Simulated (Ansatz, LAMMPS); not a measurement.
## Glassy CaAl2Si6O16 (125 atoms): geometry optimisation

How does glassy CaAl2Si6O16 (125 atoms) relax, and what do bonds, charges and levels look like afterwards?

Calculated with Ansatz 0.2.0; Kohn-Sham DFT, PBE, PAW (set soft_2), plane waves.

Measured values to set the calculation against. A Ca0.125Al0.25Si0.75O2 glass plate was measured by high-energy x-ray diffraction at 20 K and the Ca-O distance was fitted in the PDF (“Polyhedral units and network connectivity in calcium aluminosilicate glasses from high-energy x-ray diffraction”, 2000, arxiv:cond-mat/0007490): nearest Ca–O distance 2.32 Å; number of O about Ca 5.3.

Most raw output is cut from this account.

### Step 1. The structure

The cell holds 125 atoms: 10 Al, 5 Ca, 80 O and 30 Si. Its edges and angles: a = 11.753 Å, b = 11.753 Å, c = 11.753 Å, α = 90.0°, β = 90.0°, γ = 90.0°. 125 atoms (10 Al, 5 Ca, 80 O, 30 Si) placed at random at 2.61 g/cm³, melted at 4500 K for 20 ps at fixed volume with the Morse and Coulomb pair potential with partial charges (Pedone, Malavasi, Menziani, Cormack and Segre, J. Phys. Chem. B 110, 11780 (2006)). Quenched from 4500 K to 300 K at 10 K/ps and fixed volume, held 20 ps at zero pressure.

What the set-up can't give: The quench rate of 10 K/ps far exceeds what a furnace or splat quench reaches, so expect more defects and frozen-in strain than in a real sample. The starting topology of bonds comes from the classical model. The Brillouin zone is sampled at Γ only, in a cell whose shortest periodic width is 12 Å.

### Step 2. Making the structure

A classical potential supplies the starting structure, since it reaches far longer times than DFT.

This step: classical MD, Morse and Coulomb pair potential with partial charges (Pedone, Malavasi, Menziani, Cormack and Segre, J. Phys. Chem. B 110, 11780 (2006)) (LAMMPS 22 Jul 2025 - Update 4).

Input file in.lmp:

```
# melt-quench of Al10Ca5O80Si30
units metal
atom_style charge
boundary p p p
region box block 0 11.8170 0 11.8170 0 11.8170
create_box 4 box
mass 1 26.9815   # Al
mass 2 40.0780   # Ca
mass 3 15.9990   # O
mass 4 28.0850   # Si
create_atoms 1 random 10 25586 NULL overlap 1.5 maxtry 2000
create_atoms 2 random 5 25593 NULL overlap 1.5 maxtry 2000
create_atoms 3 random 80 25600 NULL overlap 1.5 maxtry 2000
create_atoms 4 random 30 25607 NULL overlap 1.5 maxtry 2000
pair_style hybrid/overlay pedone 5.5 coul/long 8.0
pair_coeff * * coul/long
pair_coeff 1 3 pedone 0.361581 1.900442 2.164818 0.9   # Al-O
pair_coeff 2 3 pedone 0.030211 2.241334 2.923245 5   # Ca-O
pair_coeff 3 3 pedone 0.042395 1.379316 3.618701 22   # O-O
pair_coeff 3 4 pedone 0.340554 2.006700 2.100000 1   # Si-O
set type 1 charge 1.8
set type 2 charge 1.2
set type 3 charge -1.2
set type 4 charge 2.4
kspace_style pppm 1.0e-4
neigh_modify delay 0 every 1 check yes
thermo_style custom step time temp pe press density
thermo_modify norm yes
timestep 0.002
thermo 100
min_style cg
minimize 1e-4 1e-4 200 2000
reset_timestep 0
velocity all create 4500 25587 mom yes dist gaussian
# [... 11 lines left out ...]
fix md all nvt temp 4500 300 0.2
run 210000 post no
unfix md
thermo 3333
fix md all npt temp 300 300 0.2 iso 0 0 2
run 10000 post no
unfix md
write_dump all custom glass.dump id type xs ys zs modify sort id
```

Command:

```bash
lmp -in in.lmp -log none -nocite
```

It took 91 s on 1 thread of Intel Xeon 6975P-C (Granite Rapids), shared host; peak memory 0.069 GiB.

### Step 3. Single point at the start

The forces at the start show how far the geometry lies from a minimum of this functional.

Input file input.yaml:

```yaml
crystal:
  lattice:
    - [11.75268, 0.0, 0.0]
    - [0.0, 11.75268, 0.0]
    - [0.0, 0.0, 11.75268]
  atoms:
    - { symbol: Al, position: [0.90781, 0.77729, 0.95352] }
    - { symbol: Al, position: [0.71307, 0.62387, 0.61921] }
    - { symbol: Al, position: [0.58129, 0.25973, 0.78334] }
    - { symbol: Al, position: [0.8447, 0.79751, 0.49028] }
    - { symbol: Al, position: [0.99389, 0.44821, 0.94613] }
    - { symbol: Al, position: [0.33322, 0.2096, 0.88294] }
    - { symbol: Al, position: [0.24819, 0.54822, 0.99241] }
    - { symbol: Al, position: [0.87724, 0.48503, 0.74647] }
    - { symbol: Al, position: [0.35499, 0.48307, 0.34291] }
    - { symbol: Al, position: [0.10695, 0.50129, 0.43336] }
    - { symbol: Ca, position: [0.14692, 0.34185, 0.23187] }
    - { symbol: Ca, position: [0.81456, 0.90985, 0.16494] }
    - { symbol: Ca, position: [0.51524, 0.02373, 0.73512] }
    - { symbol: Ca, position: [0.3865, 0.79264, 0.87601] }
    - { symbol: Ca, position: [0.6835, 0.33692, 0.57919] }
    - { symbol: O, position: [0.49964, 0.3221, 0.67537] }
    - { symbol: O, position: [0.96484, 0.03909, 0.26982] }
    - { symbol: O, position: [0.39721, 0.86065, 0.06861] }
    - { symbol: O, position: [0.20091, 0.95576, 0.07896] }
    - { symbol: O, position: [0.18478, 0.21561, 0.38371] }
    - { symbol: O, position: [0.72699, 0.96114, 0.74992] }
    - { symbol: O, position: [0.42051, 0.58938, 0.40156] }
    - { symbol: O, position: [0.43869, 0.2858, 0.06941] }
    - { symbol: O, position: [0.13422, 0.69376, 0.69944] }
    - { symbol: O, position: [0.17422, 0.9152, 0.87222] }
    - { symbol: O, position: [0.8781, 0.70567, 0.07627] }
    - { symbol: O, position: [0.72152, 0.74151, 0.69414] }
    - { symbol: O, position: [0.40082, 0.71987, 0.64578] }
    - { symbol: O, position: [0.27787, 0.09716, 0.80503] }
    - { symbol: O, position: [0.36434, 0.49553, 0.64546] }
    - { symbol: O, position: [0.77064, 0.31877, 0.03446] }
    - { symbol: O, position: [0.33162, 0.91773, 0.70698] }
    [... 87 atom lines left out ...]
    - { symbol: Si, position: [0.52991, 0.14543, 0.3814] }
    - { symbol: Si, position: [0.78174, 0.08509, 0.76136] }
    - { symbol: Si, position: [0.73485, 0.42082, 0.95043] }
    - { symbol: Si, position: [0.59379, 0.89671, 0.46509] }
    - { symbol: Si, position: [0.93159, 0.15671, 0.20586] }
    - { symbol: Si, position: [0.69995, 0.83119, 0.78888] }
kpoints:
  mp_grid: { grid: [1, 1, 1] }
hamiltonian:
  xc: pbe
scf:
  occupations: { method: gaussian, width: 0.025 }
output:
  forces: true
  stress: true
  populations: true
  dos:
    method: { smearing: { sigma: 0.1 } }
    de: 0.1
    projected: { site_lists: { Al: [Al], Ca: [Ca], O: [O], Si: [Si] } }
  eigenvalues: true
```

Command:

```bash
ansatz run input.yaml --threads 4 --pin off --max-ram 8192MiB --backend cpu --events-out ev --progress --plain --runs-dir out
```

Elapsed: 15 s, on 4 threads of Intel Xeon 6975P-C (Granite Rapids), shared host; peak memory 2.4 GiB; 56 s of CPU time.

Read from the output:

| Property | Result |
| --- | --- |
| free energy | -79066.8238 eV |
| free energy per atom | -632.5346 eV/atom |
| SCF cycles | 9 |
| pressure | 7.382 GPa |
| r.m.s. force component | 1.221 eV/Å |
| longest force | 5.769 eV/Å |
| Fermi energy | 6.168 eV |
| gap (highest filled to lowest empty level) | 3.451 eV |
| spilling of the projection | 0.01272 |

The r.m.s. force component of 1.2 eV/Å and the pressure of 7.4 GPa set the starting point.

Neighbours are counted within 2.12 Å (O-Si), 2.43 Å (O-Al), 3.08 Å (O-Ca).

Length of the force by element and coordination:

| element | coordination | atoms | mean length of the force (eV/Å) | spread | least | most |
| --- | --- | --- | --- | --- | --- | --- |
| Al | all | 10 | 2.25 | 0.857 | 0.981 | 3.50 |
| Al | 4 | 9 | 2.34 | 0.859 | 0.981 | 3.50 |
| Al | 5 | 1 | 1.45 | 0 | 1.45 | 1.45 |
| Ca | all | 5 | 1.01 | 0.308 | 0.652 | 1.42 |
| Ca | 6 | 3 | 1.20 | 0.253 | 0.843 | 1.42 |
| Ca | 7 | 1 | 0.789 | 0 | 0.789 | 0.789 |
| Ca | 8 | 1 | 0.652 | 0 | 0.652 | 0.652 |
| O | all | 80 | 1.72 | 0.867 | 0.495 | 4.71 |
| O | 2 | 49 | 1.66 | 0.920 | 0.579 | 4.71 |
| O | 3 | 28 | 1.91 | 0.733 | 0.689 | 3.77 |
| O | 4 | 3 | 0.875 | 0.282 | 0.495 | 1.17 |
| Si | all | 30 | 2.33 | 1.09 | 0.419 | 5.77 |

### Step 4. Relaxation

The atoms are relaxed in the fixed cell, aiming at the force tolerance of the input.

input.yaml, the sections that differ from step 3:

```yaml
output:
  forces: true
relax:
  f_tol: 0.03
  max_steps: 200
# crystal, kpoints, hamiltonian, scf: as in step 3
```

Elapsed: 82 s, on 4 threads; peak memory 2.3 GiB.

Relaxation path:

| step | energy less that of the first step (eV) | largest force component (eV/Å) |
| --- | --- | --- |
| 1 | 0.0000 | 5.6686 |
| 2 | -4.9697 | 3.5503 |
| 3 | -8.0314 | 0.7819 |
| 4 | -8.6878 | 1.2464 |
| 5 | -9.0389 | 0.3233 |
| 6 | -9.0904 | 0.3652 |
| 7 | -9.1706 | 0.1181 |
| 8 | -9.1852 | 0.0366 |
| 9 | -9.1866 | 0.1348 |
| 10 | -9.1891 | 0.0421 |
| 11 | -9.1896 | 0.0142 |

The atoms that moved most (Å):

| atom | dx | dy | dz | length |
| --- | --- | --- | --- | --- |
| Ca11 | 0.259 | -0.297 | 0.270 | 0.478 |
| O29 | -0.290 | 0.136 | -0.312 | 0.447 |
| O88 | -0.274 | -0.246 | 0.137 | 0.393 |
| O47 | -0.217 | -0.259 | -0.198 | 0.391 |
| O91 | -0.038 | 0.202 | 0.304 | 0.367 |
| O20 | 0.131 | -0.313 | 0.056 | 0.344 |
| O50 | 0.238 | -0.187 | 0.129 | 0.329 |
| O69 | 0.294 | 0.097 | 0.051 | 0.313 |

The relaxation changed the energy by -73.5 meV/atom, and atoms moved by 0.19 Å r.m.s., 0.48 Å at most.

### Step 5. Distances and neighbours after relaxation

Bonds before and after, by the cutoffs listed below:

| pair | bonds before | bonds after | mean before (Å) | mean after (Å) | spread before (Å) | spread after (Å) |
| --- | --- | --- | --- | --- | --- | --- |
| O-Si | 120 | 120 | 1.615 | 1.634 | 0.043 | 0.032 |
| O-Al | 41 | 41 | 1.760 | 1.783 | 0.101 | 0.079 |
| O-Ca | 32 | 32 | 2.550 | 2.476 | 0.199 | 0.207 |

Density 2.65 g/cm³, 12.99 Å³ an atom.

g(r), total and by pair (bins of 0.2 Å):

| r (Å) | total | O-O | O-Si | O-Al | O-Ca | Si-Si | Si-Al |
| --- | --- | --- | --- | --- | --- | --- | --- |
| 1.50 | 0.50 | 0.00 | 1.62 | 0.00 | 0.00 | 0.00 | 0.00 |
| 1.70 | 3.99 | 0.00 | 10.52 | 7.49 | 0.00 | 0.00 | 0.00 |
| 1.90 | 0.29 | 0.00 | 0.00 | 2.78 | 0.00 | 0.00 | 0.00 |
| 2.10 | 0.07 | 0.00 | 0.00 | 0.19 | 1.06 | 0.00 | 0.00 |
| 2.30 | 0.14 | 0.04 | 0.00 | 0.00 | 2.46 | 0.00 | 0.00 |
| 2.50 | 0.57 | 1.00 | 0.00 | 0.00 | 3.13 | 0.00 | 0.00 |
| 2.70 | 2.00 | 4.60 | 0.00 | 0.00 | 1.52 | 0.00 | 0.90 |
| 2.90 | 0.69 | 1.13 | 0.06 | 0.09 | 0.40 | 1.34 | 1.74 |
| 3.10 | 0.99 | 0.97 | 0.20 | 0.60 | 0.17 | 4.32 | 3.37 |
| 3.30 | 0.83 | 0.74 | 0.79 | 0.82 | 0.14 | 0.68 | 2.03 |
| 3.50 | 0.97 | 0.80 | 1.22 | 1.51 | 0.67 | 0.00 | 0.18 |
| 3.70 | 0.83 | 0.59 | 1.18 | 1.01 | 0.93 | 0.00 | 0.77 |
| 3.90 | 1.11 | 0.58 | 1.85 | 1.80 | 1.06 | 0.46 | 0.28 |
| 4.10 | 1.17 | 0.65 | 1.90 | 1.49 | 1.43 | 0.68 | 0.91 |
| 4.30 | 1.25 | 0.83 | 1.73 | 1.79 | 0.96 | 1.09 | 1.17 |
| 4.50 | 0.99 | 0.92 | 0.80 | 1.08 | 1.98 | 1.50 | 0.96 |
| 4.70 | 1.01 | 1.15 | 0.77 | 0.66 | 1.61 | 1.16 | 1.38 |
| 4.90 | 1.12 | 1.54 | 0.55 | 0.74 | 1.02 | 1.97 | 1.25 |
| 5.10 | 1.04 | 1.47 | 0.63 | 0.72 | 0.94 | 0.94 | 1.23 |
| 5.30 | 1.04 | 1.31 | 0.78 | 0.65 | 0.81 | 1.28 | 1.06 |
| 5.50 | 0.94 | 1.01 | 0.88 | 0.80 | 0.37 | 1.33 | 1.22 |
| 5.70 | 0.92 | 0.78 | 1.17 | 0.90 | 0.40 | 0.97 | 1.06 |

Bonds by pair of elements; cutoffs follow the first minimum of g(r), held within bounds set by covalent radii, and pairs that aren't listed don't count as bonded:

| pair A-B | cutoff (Å) | bonds | mean length (Å) | spread (Å) | shortest (Å) | B about A | A about B |
| --- | --- | --- | --- | --- | --- | --- | --- |
| O-Si | 2.08 | 120 | 1.63 | 0.032 | 1.57 | 1.5 | 4 |
| O-Al | 2.43 | 41 | 1.78 | 0.079 | 1.70 | 0.512 | 4.1 |
| O-Ca | 3.02 | 32 | 2.48 | 0.207 | 2.08 | 0.4 | 6.4 |

How many atoms have how many bonded neighbours:

| element | mean | 2 | 3 | 4 | 5 | 6 | 8 |
| --- | --- | --- | --- | --- | --- | --- | --- |
| Al | 4.1 | 0 | 0 | 9 | 1 | 0 | 0 |
| Ca | 6.4 | 0 | 0 | 0 | 0 | 4 | 1 |
| O | 2.41 | 50 | 27 | 3 | 0 | 0 | 0 |
| Si | 4 | 0 | 0 | 30 | 0 | 0 | 0 |

Bond angles (no mean is given where the spread exceeds 20°):

| angle | count | mean (°) | spread (°) |
| --- | --- | --- | --- |
| O-Si-O | 180 | 109 | 5.6 |
| O-Ca-O | 88 | - | - |
| O-Al-O | 64 | 109 | 13.7 |
| Ca-O-Si | 44 | 112 | 18.2 |
| Si-O-Si | 42 | 144 | 14.8 |

Oxygen atoms by the number of network formers (Si, P, Ge, B, Al, As, Ga) bound to them:

| network formers bound to O | O atoms | per cent |
| --- | --- | --- |
| 0 | 0 | 0 |
| 1 | 4 | 5 |
| 2 | 71 | 88.8 |
| 3 | 5 | 6.2 |

Network units: each former by its oxygen neighbours and how many of them bridge to another former:

| former | O neighbours | bridging O | atoms |
| --- | --- | --- | --- |
| Si | 4 | 3 | 4 |
| Si | 4 | 4 | 26 |
| Al | 4 | 4 | 9 |
| Al | 5 | 5 | 1 |

Bond length by coordination (bonds to H left out):

| element | coordination | atoms | mean bond length (Å) |
| --- | --- | --- | --- |
| Al | 4 | 9 | 1.77 |
| Al | 5 | 1 | 1.89 |
| Ca | 6 | 4 | 2.46 |
| Ca | 8 | 1 | 2.53 |
| O | 2 | 50 | 1.66 |
| O | 3 | 27 | 1.95 |
| O | 4 | 3 | 2.11 |

Rings of the network by King's shortest-path rule, up to 12 atoms, one path for each pair of neighbours; H, halogens, alkali and alkaline-earth atoms are left out, and the last column divides by all other atoms, bonded or not:

| ring size (atoms) | rings | per network atom |
| --- | --- | --- |
| 4 | 2 | 0.017 |
| 6 | 2 | 0.017 |
| 8 | 10 | 0.083 |
| 10 | 16 | 0.133 |
| 12 | 29 | 0.242 |

First main peaks of g(r), for some of the pairs, lie near 2.7 Å (O-O), 1.6 Å (O-Si), 1.8 Å (O-Al), 2.4 Å (O-Ca), 3.1 Å (Si-Si) and 3.1 Å (Si-Al). By these cutoffs 90 % of Al atoms have 4, 80 % of Ca atoms have 6, 62 % of O atoms have 2 and all Si atoms have 4 bonded neighbours. The O-Si-O angle averages 109° with a spread of 6°. 89 % of the oxygens bridge two formers (Si and Al) and 5 % are non-bridging; 6 % join three. The commonest Si unit has 4 oxygens, 4 of them shared with other formers (26 of 30 atoms). Rings of 12 atoms are the most common (49 % of those counted); sizes run from 4 to 12, where the search stops.

[end of part 1 of 2]

[Logs are printed without paths, hosts, clocks, repeated set-up lines and the standing remarks that a program may print on its own settings, such as how far it seeks lower states.]

[Hosts, paths, dates, database ids (printed as entryN), source tags and the programs' standing remarks are cut or masked in the printed files.]
